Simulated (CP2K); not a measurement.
Thietane has these distinct C atoms: C1 (bonded to 2 C and 2 H) and C2 (bonded to C, S and 2 H).

```xyz
10

C    -0.0819    0.4337   -0.5821
C     1.1770   -0.1360    0.1086
S     0.1618   -1.4113    0.9820
C    -1.1092   -0.2138    0.3732
H    -0.1273    1.5302   -0.6487
H    -0.1855    0.0239   -1.5943
H     1.9493   -0.5514   -0.5484
H     1.6397    0.5578    0.8226
H    -1.4422    0.4525    1.1797
H    -1.9817   -0.6856   -0.0927
```

Their partial C K spectra (CP2K XAS_TDP, all-electron GAPW, PBEh(45%), aug-cc-pVDZ, TDA, GW2X-corrected core level, no relativity) are given in random order, each times the number of alike atoms.

Gaussian full width 0.5 eV, oscillator strength per eV, alike atoms added, rows of zeros left out:

```
E (eV)  curve 1  curve 2
288.25    0.011    0.000
288.50    0.079    0.000
288.75    0.152    0.000
289.00    0.074    0.000
289.25    0.009    0.000
289.50    0.000    0.004
289.75    0.002    0.017
290.00    0.019    0.028
290.25    0.063    0.030
290.50    0.092    0.040
290.75    0.079    0.028
291.00    0.028    0.012
291.25    0.007    0.005
291.50    0.019    0.011
291.75    0.030    0.013
292.00    0.030    0.007
292.25    0.025    0.005
292.50    0.031    0.014
292.75    0.039    0.035
293.00    0.047    0.073
293.25    0.058    0.079
293.50    0.049    0.030
293.75    0.041    0.005
294.00    0.039    0.005
294.25    0.032    0.010
294.50    0.035    0.018
294.75    0.032    0.020
295.00    0.018    0.011
295.25    0.010    0.010
295.50    0.027    0.013
295.75    0.038    0.013
296.00    0.015    0.025
296.25    0.008    0.018
296.50    0.010    0.007
296.75    0.012    0.007
297.00    0.021    0.004
```

Which curve belongs to which atom?

Curve 1: C2 (bonded to C, S and 2 H), leading line at 288.74 eV (f = 0.041 an atom), ionisation energy 292.32 eV, term value 3.58 eV. Curve 2: C1 (bonded to 2 C and 2 H), leading line at 289.88 eV (f = 0.009 an atom), ionisation energy 292.27 eV, term value 2.39 eV. The leading line of an atom is its first one with 35 % of the strongest within 2.5 eV of its lowest line over the strength cut. A line lies at the core ionisation energy, which rises as an atom loses charge to its neighbours or to a π system, less the term value, which is large for a low π* or σ* orbital with weight on that atom.

[Banner, clock and machine lines of the logs are left out without a mark of their own.]

[Logs are printed without paths, hosts, clocks, repeated set-up lines and the standing remarks that a program may print on its own settings, such as how far it seeks lower states.]

[Hosts, paths, dates, database ids (printed as entryN), source tags and the programs' standing remarks are cut or masked in the printed files.]
